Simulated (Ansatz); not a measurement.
An input for Ansatz 0.2.0 (SnH5CN2Cl3 (Amm2)):

```yaml
crystal:
  lattice:
    - [6.040487, 0.0, 0.0]
    - [0.0, 3.859191, 4.153885]
    - [0.0, -3.859191, 4.153885]
  atoms:
    - { symbol: Sn, position: [0.5, 0.372251, 0.372251] }
    - { symbol: H, position: [0.205496, 0.725508, 0.725508] }
    - { symbol: H, position: [0.794504, 0.725508, 0.725508] }
    - { symbol: H, position: [0.329683, 0.916176, 0.916176] }
    - { symbol: H, position: [0.670317, 0.916176, 0.916176] }
    - { symbol: H, position: [0.0, 0.053322, 0.053322] }
    - { symbol: C, position: [0.0, 0.921717, 0.921717] }
    - { symbol: "N", position: [0.191086, 0.847581, 0.847581] }
    - { symbol: "N", position: [0.808914, 0.847581, 0.847581] }
    - { symbol: Cl, position: [0.5, 0.855812, 0.351215] }
    - { symbol: Cl, position: [0.5, 0.351215, 0.855812] }
    - { symbol: Cl, position: [0.0, 0.393951, 0.393951] }
kpoints:
  mp_grid: { grid: [2, 2, 2] }
hamiltonian:
  xc: pbe
  pseudopotentials: { kind: paw, azcp: { folder: soft_1 } }
scf:
  occupations: { method: fixed }
gw:
  n_empty_bands: 807
  ecut_chi: 150.0
  qp_bands: [v4, c4]
  qp_kpoints: band_edges
  screening: { model: contour_deformation }
```

```sh
ansatz run input.yaml --threads 2 --pin off --max-ram 92160MiB --backend cuda --events-out ev --progress --plain --runs-dir out --devices 1 --max-vram 13GiB
```

Question: How long will it take on 1 × NVIDIA H100 80GB HBM3 (shared by 6 runs) with 2 threads of AMD EPYC 7R13 (Zen 3), shared host, and how much memory?

It took 19 s; on shared hardware allow 9.7 s to 39 s. Peak host memory was 2.1 GiB. The sizes that set the cost: 3785 plane waves a state, 6 irreducible k points, 834 bands summed, 819 plane waves in the screening and 9 SCF cycles.

The screening grows as filled bands × empty bands × pairs of k points, times the square of the screening basis for the matrix.

[Paths, hosts, dates, memory and timing lines, banners, echoed tables and standing remarks are left out of the program output.]

[Logs are printed without paths, hosts, clocks, repeated set-up lines and the standing remarks that a program may print on its own settings, such as how far it seeks lower states.]

[Runs of the session that timed out or met a known fault of the program may be left out.]

[Cells called generated may have been cut or substituted from an entry of the Crystallography Open Database or the Materials Project.]

[Hosts, paths, dates, database ids (printed as entryN), source tags and the programs' standing remarks are cut or masked in the printed files.]
